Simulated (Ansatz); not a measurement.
# Fitting and testing ρ(T) of SiNi (Pnma)

Aim: condense the phonon-limited resistivity of SiNi (Pnma) into a transport Debye temperature and an amplitude, and test the fit on a temperature held back.

The resistivities were computed with Ansatz 0.2.0 (DFT PBE, scalar-relativistic, plane waves, PAW; PAW set soft_1) from the linearised Boltzmann equation with harmonic phonons, on q 3×4×2, k 6×12×6, scattering 12×16×12; the fit below is done by hand on them.

## Step 1: What is given

It takes space group Pnma (No. 62, orthorhombic). Conventional cell: a = 5.204 Å, b = 3.337 Å, c = 5.630 Å, α = 90.00°, β = 90.00°, γ = 90.00°. Si on site c is surrounded by 6 Ni at 2.29 to 2.41 Å. Ni on site c is surrounded by 6 Si at 2.29 to 2.41 Å.

This is the relaxed cell of the run, from steps not shown here.

The mean resistivity of the three axes from 50 to 800 K, with one row held back; the colder rows stay outside the fit and test it at the end:

```tsv
T (K)	ρ (μΩ cm)
50	0.2502
80	1.099
100	1.883
150	?
200	6.254
273	9.354
300	10.47
400	14.54
500	18.53
600	22.5
800	30.43
```

## Step 2: Model and fit

Bloch and Grüneisen's form is ρ(T) = A (T/Θ)⁵ J₅(Θ/T), with J₅(z) the integral of x⁵/((eˣ − 1)(1 − e⁻ˣ)) from 0 to z. It goes as T⁵ far below Θ and as A T/(4Θ) far above. For a trial Θ the best A is the geometric mean of ρ/[(T/Θ)⁵ J₅] over the rows, and the scatter of that ratio measures the fit:

```tsv
Θ (K)	A (μΩ cm)	scatter (%)
220	26.10	35.2
294	39.15	18.2
332	47.19	9.0
368	55.80	1.9
404	65.47	9.3
460	82.88	22.9
552	118.7	44.4
```

The scatter is least at Θ = 368 K, with A = 55.80 μΩ cm (1.9 % r.m.s.).

```tsv
T (K)	computed	fit
50	0.2502	0.2417
80	1.099	1.131
100	1.883	1.943
200	6.254	6.319
273	9.354	9.371
300	10.47	10.47
400	14.54	14.47
500	18.53	18.39
600	22.5	22.27
800	30.43	29.97
```

## Step 3: Prediction and check

At T = 150 K, Θ/T = 2.453, J₅ = 6.601 and (T/Θ)⁵ = 0.01125, so the fit gives 4.144 μΩ cm. The computed value is 4.060 μΩ cm: the fit is off by +2.06 %. Outside its range, at 20 K, it gives 0.00329 against 0.00463 μΩ cm computed, 0.71 times that; at that temperature the run's own test moves by 13 % between meshes in the component that moves most. Among the rows used, the largest miss is -3.4 %, at 50 K.

## Step 4: Reading Θ and A

Θ = 368 K is 1.43 times ħω_log/k_B (257 K) and 0.64 of the highest phonon frequency (578 K). The high-temperature slope of the fit, A/(4Θ), is 0.0379 μΩ cm/K. The same slope from the run's transport coupling and plasma energy, 2π k_B λ_tr/(ħ ε₀ ω_p²) with λ_tr = 0.296, 0.307, 0.234 (xx, yy, zz) and ħω_p = 5.74, 5.41, 4.68 (xx, yy, zz) eV, is 0.0405 μΩ cm/K in the mean of the axes, +6.8 % from it. For comparison, the computed rows rise by 0.0396 μΩ cm/K between the two hottest.

## Step 5: Results

| Item | Value |
| --- | --- |
| Θ | 368 K |
| A | 55.80 μΩ cm |
| scatter of the fit | 1.9 % |
| held-back row at 150 K, fit against computed | 4.144 against 4.060 μΩ cm |

Two numbers, Θ = 368 K and A = 55.8 μΩ cm, hold the computed ρ(T) from 50 to 800 K within 1.87 % r.m.s. and predict the held-back row within 2.06 %. At 20 K, outside the rows fitted, it gives 0.71 times the computed value. By the run's own test the resistivity at 300 K moves by 7 % between its two finest scattering meshes, in the component that moves most. The mean hides an anisotropy: at 300 K the components are 9.42, 10.9, 11.1 (xx, yy, zz) μΩ cm. The fit describes the calculation: impurities, thermal expansion, changes of phase and anharmonicity are in neither.

[Logs are printed without paths, hosts, clocks, repeated set-up lines and the standing remarks that a program may print on its own settings, such as how far it seeks lower states.]

[Hosts, paths, dates, database ids (printed as entryN), source tags and the programs' standing remarks are cut or masked in the printed files.]
